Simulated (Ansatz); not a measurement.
# The valence band of AlV2C as photoemission sees it, part 2 of 4

Wanted: projected DOS of AlV2C, weighted into photoemission and X-ray emission spectra, at several levels of theory.

Ansatz 0.2.0; DFT, LDA, plane-wave PAW, default files, scalar-relativistic (the session's first sound run).

So far: The structure; The base run.

**2. The base run (continued)**

Sums over each group's atoms; left-over states aren't shared out by site. Site centres, by row:

| group | element | shell | occupied states | centre of occupied part (eV) | centre up to the window's top (eV) |
| --- | --- | --- | --- | --- | --- |
| V1 | V | 4s | 1.674 | -7.466 | -2.133 |
| V1 | V | 3d | 15.91 | -2.771 | 0.1878 |
| Al5 | Al | 3s | 1.943 | -5.268 | -1.425 |
| Al5 | Al | 3p | 4.595 | -3.409 | -0.4572 |
| C7 | C | 2s | 2.624 | -10.41 | -7.283 |
| C7 | C | 2p | 6.445 | -4.33 | -0.976 |

Shapes are the site's partial DOS without matrix elements, which overweights lines from ligand s bands. Emission peaks, by row, the first 40 of 49 rows:

| line | energy (eV) | height (%) |
| --- | --- | --- |
| V L-alpha | -10.6 | 11.89 |
| V L-alpha | -4 | 55.52 |
| V L-alpha | -3.35 | 55.95 |
| V L-alpha | -1.55 | 100 |
| V L-alpha | -0.95 | 74.14 |
| V L-alpha | -0.25 | 64.85 |
| Al K-beta | -6.2 | 25.23 |
| Al K-beta | -4.8 | 30.44 |
| Al K-beta | -3.5 | 28.64 |
| Al K-beta | -2.05 | 100 |
| Al K-beta | -1.75 | 99.36 |
| Al K-beta, E along x | -6.35 | 32.81 |
| Al K-beta, E along x | -4.7 | 35.33 |
| Al K-beta, E along x | -4 | 33.39 |
| Al K-beta, E along x | -1.7 | 50.54 |
| Al K-beta, E along y | -6.35 | 32.81 |
| Al K-beta, E along y | -4.7 | 35.33 |
| Al K-beta, E along y | -4 | 33.39 |
| Al K-beta, E along y | -1.7 | 50.54 |
| Al K-beta, E along z | -5.15 | 25.52 |
| Al K-beta, E along z | -2.05 | 202 |
| Al L2,3 | -8.15 | 94.25 |
| Al L2,3 | -4.75 | 98.62 |
| Al L2,3 | -4 | 98.17 |
| Al L2,3 | -3.55 | 100 |
| Al L2,3 | -2.3 | 63.45 |
| C K | -4.85 | 49.3 |
| C K | -4.05 | 100 |
| C K | -3.35 | 73.3 |
| C K | -2.2 | 11.34 |
| C K | -1.55 | 8.776 |
| C K, E along x | -5.9 | 41.73 |
| C K, E along x | -4.85 | 53.78 |
| C K, E along x | -4.4 | 49.01 |
| C K, E along x | -4.05 | 50.86 |
| C K, E along x | -3.3 | 100.6 |
| C K, E along x | -2.25 | 11.9 |
| C K, E along x | -1.5 | 8.137 |
| C K, E along y | -5.9 | 41.73 |
| C K, E along y | -4.85 | 53.78 |

The broadened DOS, unweighted empty DOS by E, zero at the Fermi level; read off at these points:

E (eV), broadened DOS, unweighted empty DOS (states/eV/cell) and a bar:
```
    -0.93       0.00 
    -0.72       0.00 
    -0.53       0.04 
    -0.33       0.31 #
    -0.23       0.68 ##
    -0.03       2.02 ######
     0.17       3.77 ############
     0.38       5.44 #################
     0.57       6.72 #####################
     0.78       7.31 #######################
     0.88       7.32 #######################
     1.07       7.02 ######################
     1.27       7.84 #########################
     1.48       9.34 ##############################
     1.57       9.45 ##############################
     1.68       9.06 #############################
     1.88       7.78 #########################
     1.98       7.29 #######################
     2.17       6.45 ####################
     2.38       5.23 #################
     2.58       3.90 ############
     2.77       3.21 ##########
     2.98       3.28 ##########
     3.08       3.46 ###########
     3.27       3.98 #############
     3.48       4.73 ###############
     3.67       5.29 #################
     3.88       5.55 ##################
     4.08       5.72 ##################
     4.17       5.74 ##################
     4.38       5.51 ##################
     4.58       5.24 #################
     4.78       5.44 #################
     4.97       5.73 ##################
     5.17       5.63 ##################
     5.28       5.52 ##################
     5.47       5.42 #################
     5.67       5.01 ################
     5.88       3.75 ############
```

The spectra weight each projected shell by its atomic cross section (Dirac–Hartree–Slater) and angular factor, for unpolarised light with the analyser at 54.7° from the beam. Broadening, on top of any smearing of the DOS itself: a Gaussian of 0.45 eV and a Lorentzian of 0.2 eV plus 0.03 times the binding energy (full widths), Fermi edge at 300 K. Curves are cut 10 eV under the photon energy, above any shell that the free atom's threshold puts out of reach, or at the lower edge of the window: 11.2 eV at 21.2 eV, 13.9 eV at 150 eV, 13.9 eV at 1486.7 eV, 13.9 eV at 2150 eV and 13.9 eV at 5414.7 eV. A star in tables and legends marks shells that hold the states left over by the projection (1.2 % of the filled ones), a stand-in for orbitals that the files don't project on. Dipole terms alone, which is rough above 3 keV; no background, satellites or final-state effects.

Share of each shell in the spectrum's area (%), by photon energy:

| shell | 21.2 eV | 150 eV | 1486.7 eV | 2150 eV | 5414.7 eV |
| --- | --- | --- | --- | --- | --- |
| V 4s | 0.2 | 0.6 | 9.5 | 14.2 | 29.6 |
| V 3d | 61.9 | 86.5 | 50.0 | 38.5 | 13.8 |
| Al 3s | 0.6 | 1.4 | 15.2 | 20.2 | 30.6 |
| Al 3p | 0.6 | 2.1 | 4.1 | 3.9 | 2.5 |
| C 2s | 2.2 | 5.5 | 18.6 | 20.8 | 21.7 |
| C 2p | 34.4 | 3.8 | 1.4 | 1.1 | 0.5 |

Cross sections used, in Mb an electron:

| shell | 21.2 eV | 150 eV | 1486.7 eV | 2150 eV | 5414.7 eV |
| --- | --- | --- | --- | --- | --- |
| V 4s | 0.075 | 0.013 | 2.5e-4 | 1.2e-4 | 1.5e-5 |
| V 3d | 2.0 | 0.22 | 1.4e-4 | 3.3e-5 | 7.1e-7 |
| Al 3s | 0.15 | 0.028 | 3.5e-4 | 1.4e-4 | 1.3e-5 |
| Al 3p | 0.070 | 0.018 | 4.0e-5 | 1.2e-5 | 4.4e-7 |
| C 2s | 0.58 | 0.084 | 3.1e-4 | 1.1e-4 | 6.8e-6 |
| C 2p | 2.7 | 0.024 | 9.8e-6 | 2.3e-6 | 5.9e-8 |

The starting moments died away, so the state found is non-magnetic. At the Fermi level the DOS is 5.15 states/eV a cell, and on the broadened curves V 3d holds 91 % of the total there.

**3. With PBEsol**

This step: DFT, PBEsol, plane-wave PAW, default files, scalar-relativistic (Ansatz 0.2.0).

The run is repeated with PBEsol on the same cell, to see how much the levels hang on the functional.

The input, input.yaml:

```yaml
crystal:
  lattice:
    - [2.8875990726, 0.0, 0.0]
    - [-1.4437995363, 2.5007341528, 0.0]
    - [0.0, 0.0, 13.10482311]
  atoms:
    - { symbol: V, position: [0.3333333333, 0.6666666667, 0.91361578], spin: 2.0 }
    - { symbol: V, position: [0.6666666667, 0.3333333333, 0.08638422], spin: 2.0 }
    - { symbol: V, position: [0.6666666667, 0.3333333333, 0.41361578], spin: 2.0 }
    - { symbol: V, position: [0.3333333333, 0.6666666667, 0.58638422], spin: 2.0 }
    - { symbol: Al, position: [0.6666666667, 0.3333333333, 0.75] }
    - { symbol: Al, position: [0.3333333333, 0.6666666667, 0.25] }
    - { symbol: C, position: [0.0, 0.0, 0.5] }
    - { symbol: C, position: [0.0, 0.0, 0.0] }
magnetization:
  spin_polarized: true
kpoints:
  mp_grid: { grid: [12, 12, 4] }
  band_path:
    path:
      - [[0.0, 0.0, 0.0], [0.5, 0.0, 0.0], [0.333333, 0.333333, 0.0], [0.0, 0.0, 0.0], [0.0, 0.0, 0.5], [0.5, 0.0, 0.5], [0.333333, 0.333333, 0.5], [0.0, 0.0, 0.5]]
      - [[0.5, 0.0, 0.5], [0.5, 0.0, 0.0]]
      - [[0.333333, 0.333333, 0.5], [0.333333, 0.333333, 0.0]]
    npoints: 10
scf:
  occupations: { method: fermi_dirac, width: 0.05 }
  n_extra_bands: 20
hamiltonian:
  xc: pbesol
  pseudopotentials: { kind: paw }
output:
  forces: true
  stress: true
  dos:
    projected: true
    de: 0.05
    e_range: [-30, 12]
    nscf_kmesh: { grid: [24, 24, 4] }
  fatbands: true
```

Run with:

```bash
$ ansatz run input.yaml --threads 2 --pin off --max-ram 4096MiB --backend cpu --events-out ev --progress --plain --runs-dir out
```

Numbers of over 12 decimals in the logs are rounded to 6 here.

The program printed:

```text
[...]
Crystal: 8 atoms, lattice volume = 94.631 Å³
Basis set: ecut = 420 eV, 1855 PW (Γ), exchange–correlation on 40×40×180 points (8 copies of the dense FFT grid, shifted against one another)
Bands: 53, of which v1, the nominal top of the filled ones, is band 33 counted from 1 (32 counted from 0)
Symmetry: 24 space group operations
[...]
k-points: 57 of 576
[...]
Starting moments: Σ|m| = 8 μB on 4 of 8 sites
[...]
SCF iter   1: F=—  HF=-13094.919059 eV  |F-HF|=—  |Δ(HF+E_count)|=         —  Δρ=1.47e-1 (↑1.47e-1 ↓7.60e-2)  dr2=1.53e1  dr2_m=9.11e0  M=0.520 μB ∫|m|=0.774 μB  β_m=0.30  ethr=3.10e-3  ⟨swp⟩=5.7  Hψ=21550  notcnv=0  defer=82
[...]
SCF iter  11: F=-13088.207573 eV  HF=-13088.207573 eV  |F-HF|=1.99e-9  |Δ(HF+E_count)|=   1.27e-9  Δρ=7.47e-7 (↑6.96e-7 ↓7.47e-7)  dr2=2.09e-9  dr2_m=7.34e-13  M=0.000 μB ∫|m|=0.000 μB  ethr=4.67e-12  ⟨swp⟩=7.9  Hψ=26951  notcnv=0
SCF 1 converged in 11 iterations: F = -13088.207573 eV  dr2 = 2.09e-9
[...]
NSCF: frozen V_eff on 93 k-points
[...]
SCF converged after 11 iterations
Magnetization: 0.0000 μB (33.0000 up, 33.0000 down)
Absolute magnetization: 0.0000 μB (∫|ρ↑−ρ↓|, with the PAW one-centre terms)
[...]
Per-site moments (μB) at R_I (Å): [(5.360288931797604e-7, 0.831261), (5.360288932688652e-7, 0.831261), (5.360288932212203e-7, 0.831261), (5.360288932268023e-7, 0.831261), (-5.854758315643847e-8, 1.120362), (-5.85475832178781e-8, 1.120362), (-2.0817442313592057e-7, 0.831261), (-2.081744231321102e-7, 0.831261)]
Free energy (F): -13088.207573 eV
[...]
Internal energy: -13088.167149 eV  (E = F + TS)
E sigma→0 (E₀):  -13088.187361 eV
Entropy (-TS):   -0.040424 eV (-5.053 meV/atom)
Fermi energy:    13.811941 eV
[...]
--- Forces (eV/Å), atoms counted from 1 ---
  atom   1  V      0.00000000    -0.00000000     0.44620805
  atom   2  V     -0.00000000     0.00000000    -0.44620805
  atom   3  V      0.00000000     0.00000000     0.44620805
  atom   4  V      0.00000000    -0.00000000    -0.44620805
  atom   5  Al     0.00000000     0.00000000     0.00000000
  atom   6  Al     0.00000000    -0.00000000     0.00000000
  atom   7  C      0.00000000     0.00000000     0.00000000
  atom   8  C      0.00000000     0.00000000     0.00000000
  max |Σ_I F_I| component: 1.11e-16 eV/Å
--- Stress (GPa, compression-positive) ---
       -3.482821       0.000000       0.000000
       -0.000000      -3.482821       0.000000
        0.000000       0.000000      -4.395981
  P = ⅓ Tr σ = -3.7872 GPa (-37.872 kbar)
--- Band table (eV; the first three rows and the last of 114) ---
  k-point 0 ↑: bands = [... 29 lower, 13.1364, 13.5541, 13.5541, 13.5699, 13.5699, 14.4127, 14.4127, 14.4517, ... 16 higher]
  k-point 1 ↑: bands = [... 29 lower, 13.1005, 13.5564, 13.5564, 13.5676, 13.5676, 14.4182, 14.4182, 14.4457, ... 16 higher]
  k-point 2 ↑: bands = [... 29 lower, 12.9997, 13.5620, 13.5620, 13.5620, 13.5620, 14.4316, 14.4316, 14.4316, ... 16 higher]
  k-point 56 ↓: bands = [... 29 lower, 11.8648, 12.2308, 12.2308, 13.0599, 13.0599, 14.8597, 14.8597, 15.2415, ... 16 higher]
```

The job ended after 60 s (2 threads of Arm Neoverse V2, shared host; peak memory 0.95 GiB).

Numbers from this step:

```yaml
free_energy: -13088.2076 eV
energy_at_zero_smearing: -13088.1874 eV
smearing_term_ts: 0.04042 eV
fermi_energy: 13.81 eV
pressure: -3.787 GPa
share_of_occupied_states_in_no_projected_shell: 0.013 of the occupied states in the window
dos_at_the_fermi_level: 5.149 states/eV/cell
```

Electronic bands along the path, in eV, zero at the Fermi level; # counts the bands kept:

| point | up #17 | up #18 | up #19 | up #20 | down #17 | down #18 | down #19 | down #20 |
| --- | --- | --- | --- | --- | --- | --- | --- | --- |
| Γ | -0.25 | -0.25 | 0.59 | 0.59 | -0.25 | -0.25 | 0.59 | 0.59 |
| halfway | 0.05 | 0.36 | 0.43 | 0.50 | 0.05 | 0.36 | 0.43 | 0.50 |
| M | 0.71 | 1.03 | 1.10 | 1.19 | 0.71 | 1.03 | 1.10 | 1.19 |
| halfway | -0.27 | 0.15 | 0.92 | 1.06 | -0.27 | 0.15 | 0.92 | 1.06 |
| K | -1.26 | -0.31 | 1.11 | 1.11 | -1.26 | -0.31 | 1.11 | 1.11 |
| halfway | -0.49 | 0.09 | 0.15 | 1.01 | -0.49 | 0.09 | 0.15 | 1.01 |
| Γ | -0.25 | -0.25 | 0.59 | 0.59 | -0.25 | -0.25 | 0.59 | 0.59 |
| halfway | -0.26 | -0.26 | 0.59 | 0.59 | -0.26 | -0.26 | 0.59 | 0.59 |
| A | -0.26 | -0.26 | 0.61 | 0.61 | -0.26 | -0.26 | 0.61 | 0.61 |
| halfway | 0.28 | 0.28 | 0.39 | 0.39 | 0.28 | 0.28 | 0.39 | 0.39 |
| L | 0.93 | 0.93 | 1.11 | 1.11 | 0.93 | 0.93 | 1.11 | 1.11 |
| halfway | -0.10 | -0.10 | 0.98 | 0.98 | -0.10 | -0.10 | 0.98 | 0.98 |
| H | -0.76 | -0.76 | 1.04 | 1.04 | -0.76 | -0.76 | 1.04 | 1.04 |
| halfway | -0.39 | -0.39 | 0.64 | 0.64 | -0.39 | -0.39 | 0.64 | 0.64 |
| A | -0.26 | -0.26 | 0.61 | 0.61 | -0.26 | -0.26 | 0.61 | 0.61 |
| jump to L | 0.93 | 0.93 | 1.11 | 1.11 | 0.93 | 0.93 | 1.11 | 1.11 |
| halfway | 0.78 | 1.06 | 1.06 | 1.16 | 0.78 | 1.06 | 1.06 | 1.16 |
| M | 0.71 | 1.03 | 1.10 | 1.19 | 0.71 | 1.03 | 1.10 | 1.19 |
| jump to H | -0.76 | -0.76 | 1.04 | 1.04 | -0.76 | -0.76 | 1.04 | 1.04 |
| halfway | -1.10 | -0.45 | 1.07 | 1.07 | -1.10 | -0.45 | 1.07 | 1.07 |
| K | -1.26 | -0.31 | 1.11 | 1.11 | -1.26 | -0.31 | 1.11 | 1.11 |

Of the projections kept (V s, V d, Al s, Al p, C s, C p, not projected), the largest for each band there; the rest of the weight can lie on other orbitals:

| point | up #17 | up #18 | up #19 | up #20 | down #17 | down #18 | down #19 | down #20 |
| --- | --- | --- | --- | --- | --- | --- | --- | --- |
| Γ | V d 0.99 | V d 0.99 | V d 0.99 | V d 0.99 | V d 0.99 | V d 0.99 | V d 0.99 | V d 0.99 |
| M | V d 0.75 | V d 0.95 | V d 0.82 | V d 0.99 | V d 0.75 | V d 0.95 | V d 0.82 | V d 0.99 |
| K | V d 0.91 | V d 0.93 | V d 0.90 | V d 0.90 | V d 0.91 | V d 0.93 | V d 0.90 | V d 0.90 |
| Γ | V d 0.99 | V d 0.99 | V d 0.99 | V d 0.99 | V d 0.99 | V d 0.99 | V d 0.99 | V d 0.99 |
| A | V d 0.99 | V d 0.99 | V d 0.99 | V d 0.99 | V d 0.99 | V d 0.99 | V d 0.99 | V d 0.99 |
| L | V d 0.80 | V d 0.80 | V d 0.97 | V d 0.97 | V d 0.80 | V d 0.80 | V d 0.97 | V d 0.97 |

The DOS has structure finer than the step of the table below, so its rows give means over 1 eV, whole bins alone (the curve runs from -14.1 to 6.42 eV). Peaks (eV: height): total -4.1: 10.8, -1.6: 9.88, 1.0: 9.93, 1.4: 14.3; V 3d -1.6: 6.01, 0.5: 8.49, 1.0: 8.62, 1.4: 13.2; C 2p -4.9: 2.07, -4.1: 5.24, -3.2: 3.32, 5.7: 2.28; Al 3p -2.2: 2.08, -1.8: 1.89, -1.6: 2.71, 2.5: 0.849; C 2s -10.7: 3.60.

* holds the states left over by the projection beside any projected weight of its own. The DOS by E, zero at the Fermi level; means over each step; 7 of 8 lines; values in states/eV/cell:

| E (eV) | total | V 3d | C 2p | Al 3p | C 2s | Al 3s | V 4s |
| --- | --- | --- | --- | --- | --- | --- | --- |
| -13 | 0.0522 | 2.6e-4 | 1.6e-4 | 9.2e-4 | 0.0238 | 2.5e-4 | 0.0257 |
| -12 | 1.09 | 0.0597 | 0.0239 | 0.0255 | 0.559 | 0.00261 | 0.390 |
| -11 | 2.75 | 0.579 | 0.0437 | 0.0242 | 1.77 | 0.00116 | 0.250 |
| -10 | 0.105 | 0.0289 | 2.2e-4 | 2.2e-4 | 0.0716 | 4.4e-6 | 9.1e-4 |
| -9 | 0.173 | 0.00218 | 0.00823 | 0.0198 | 0.00384 | 0.0962 | 0.0399 |
| -8 | 0.737 | 0.0375 | 0.0210 | 0.209 | 0.0275 | 0.337 | 0.0928 |
| -7 | 0.863 | 0.108 | 0.0491 | 0.323 | 0.0171 | 0.269 | 0.0857 |
| -6 | 2.46 | 0.669 | 0.966 | 0.348 | 0.0161 | 0.184 | 0.235 |
| -5 | 3.50 | 1.10 | 1.40 | 0.440 | 0.0336 | 0.261 | 0.185 |
| -4 | 5.78 | 2.34 | 2.50 | 0.396 | 0.0227 | 0.305 | 0.0851 |
| -3 | 3.35 | 1.55 | 1.06 | 0.418 | 0.0190 | 0.219 | 0.0241 |
| -2 | 7.02 | 4.31 | 0.257 | 1.82 | 0.0557 | 0.180 | 0.178 |
| -1 | 4.18 | 3.34 | 0.0809 | 0.483 | 0.0197 | 0.0686 | 0.0757 |
| 0 | 4.38 | 3.94 | 0.0938 | 0.220 | 0.00508 | 0.00575 | 0.0338 |
| 1 | 7.50 | 6.70 | 0.219 | 0.225 | 0.0194 | 0.112 | 0.101 |
| 2 | 7.51 | 6.25 | 0.428 | 0.548 | 0.0455 | 0.0935 | 0.0523 |
| 3 | 3.47 | 1.90 | 0.442 | 0.632 | 0.0315 | 0.238 | 0.0833 |
| 4 | 5.63 | 2.74 | 1.19 | 0.576 | 0.262 | 0.368 | 0.194 |
| 5 | 5.39 | 2.04 | 1.13 | 0.648 | 0.247 | 0.297 | 0.540 |

This run's widths, added to any smearing of the DOS itself: Gaussian 0.35 eV, Lorentzian 0.1 eV plus 0.05 an eV of depth. Intensity against binding energy, zero at the Fermi level; values in % of the maximum within 13 eV:

| binding energy (eV) | 21.2 eV | 100 eV | 250 eV | 1486.7 eV | 9251.7 eV |
| --- | --- | --- | --- | --- | --- |
| -1.0 | 1.63 | 1.61 | 1.60 | 1.65 | 1.31 |
| -0.5 | 3.56 | 3.72 | 3.68 | 3.53 | 2.12 |
| 0.0 | 39.8 | 44.3 | 43.6 | 38.3 | 13.1 |
| 0.5 | 57.0 | 63.7 | 62.7 | 56.2 | 22.9 |
| 1.0 | 63.6 | 71.2 | 70.4 | 66.2 | 37.5 |
| 1.5 | 88.0 | 96.9 | 96.8 | 96.1 | 61.3 |
| 2.0 | 82.9 | 89.8 | 90.0 | 92.6 | 70.4 |
| 2.5 | 51.3 | 52.6 | 53.1 | 59.9 | 57.2 |
| 3.0 | 47.8 | 35.3 | 34.7 | 39.2 | 39.7 |
| 3.5 | 88.0 | 57.8 | 55.9 | 59.0 | 51.8 |
| 4.0 | 98.2 | 58.9 | 56.7 | 61.6 | 61.3 |
| 4.5 | 70.0 | 41.2 | 40.0 | 48.6 | 64.5 |
| 5.0 | 52.1 | 29.9 | 29.4 | 40.4 | 67.7 |
| 5.5 | 42.9 | 23.6 | 23.0 | 31.9 | 59.2 |
| 6.0 | 33.7 | 18.7 | 18.6 | 29.2 | 62.7 |
| 6.5 | 16.3 | 10.3 | 10.9 | 22.7 | 55.8 |
| 7.0 | 6.99 | 5.40 | 6.31 | 18.0 | 48.5 |
| 7.5 | 4.42 | 3.83 | 4.86 | 17.1 | 49.0 |
| 8.0 | 3.27 | 3.00 | 4.09 | 17.1 | 51.1 |
| 8.5 | 2.45 | 2.29 | 3.22 | 14.5 | 44.4 |
| 9.0 | 1.81 | 1.79 | 2.36 | 8.58 | 24.0 |
| 9.5 | 1.90 | 2.17 | 2.71 | 7.34 | 15.6 |
| 10.0 | 3.64 | 4.59 | 5.76 | 14.3 | 25.2 |
| 10.5 | 10.8 | 14.0 | 17.7 | 42.9 | 70.9 |
| 11.0 | 11.1 | 16.2 | 20.7 | 53.7 | 99.1 |
| 11.5 | - | 9.49 | 12.7 | 37.7 | 85.4 |
| 12.0 | - | 5.57 | 7.82 | 26.9 | 72.0 |
| 12.5 | - | 2.98 | 4.29 | 15.9 | 45.7 |
| 13.0 | - | 1.37 | 1.89 | 6.47 | 17.7 |
| 13.5 | - | 0.784 | 1.04 | 3.24 | 8.24 |
| 14.0 | - | 0.538 | 0.694 | 2.03 | 4.92 |

Maxima picked by a test of local sharpness, so broad peaks and shoulders can be missing; peaks within 0.45 eV of a curve's cut are left out. Valence peaks, by row:

| photon energy (eV) | binding energy (eV) | height (% of the maximum within 13 eV) | main shell | its share (%) |
| --- | --- | --- | --- | --- |
| 21.2 | 4.05 | 100 | C 2p | 55.03 |
| 21.2 | 3.45 | 88.77 | V 3d | 50.58 |
| 21.2 | 1.6 | 90.83 | V 3d | 92.19 |
| 21.2 | 0.3 | 58.46 | V 3d | 95.83 |
| 100 | 10.8 | 17.92 | V 3d | 53.62 |
| 100 | 4.05 | 59.59 | V 3d | 85.05 |
| 100 | 3.4 | 58.81 | V 3d | 88.09 |
| 100 | 1.6 | 100 | V 3d | 96.11 |
| 100 | 0.3 | 65.09 | V 3d | 98.79 |
| 250 | 10.8 | 22.75 | C 2s | 55.96 |
| 250 | 4.05 | 57.27 | V 3d | 86.64 |
| 250 | 3.4 | 56.81 | V 3d | 89.29 |
| 250 | 1.6 | 100 | V 3d | 94.11 |
| 250 | 0.3 | 64.02 | V 3d | 98.33 |
| 1487 | 10.85 | 56.74 | C 2s | 75.93 |
| 1487 | 4.05 | 62.34 | V 3d | 66.87 |
| 1487 | 3.45 | 59.32 | V 3d | 71.45 |
| 1487 | 1.6 | 100 | V 3d | 79.05 |
| 1487 | 0.3 | 56.64 | V 3d | 93.36 |
| 9252 | 10.9 | 100 | C 2s | 66.07 |
| 9252 | 8.05 | 51.2 | Al 3s | 65.17 |
| 9252 | 6.1 | 63.7 | V 4s | 53.23 |
| 9252 | 4.95 | 67.98 | Al 3s | 46.8 |
| 9252 | 2.15 | 73.32 | V 4s | 35.93 |

Spectra as before, but with a recipe of its own (widths, and in some runs the light), which changes peak heights and what is resolved: Gaussian 0.35 eV, Lorentzian 0.1 eV plus 0.05 times the binding energy, unpolarised light, analyser at 45°, Fermi edge at 300 K; some photon energies differ too.

The two runs compared:

| quantity | this run | base run | difference |
| --- | --- | --- | --- |
| DOS at the Fermi level (states/eV/cell) | 5.1491 | 5.1549 | -0.00580 |

No moment survives the cycle: this start ends non-magnetic.

(Continued in part 3 of 4.)

[Logs are printed without paths, hosts, clocks, repeated set-up lines and the standing remarks that a program may print on its own settings, such as how far it seeks lower states.]

[Hosts, paths, dates, database ids (printed as entryN), source tags and the programs' standing remarks are cut or masked in the printed files.]

[Maps of the electrostatic potential energy from Ansatz leave out the sawtooth potential of an applied field or a dipole correction, so their vacuum need not be flat; work functions include it.]

[Peak lists hold at most the 14 tallest peaks of each spectrum; further lines can be left out.]
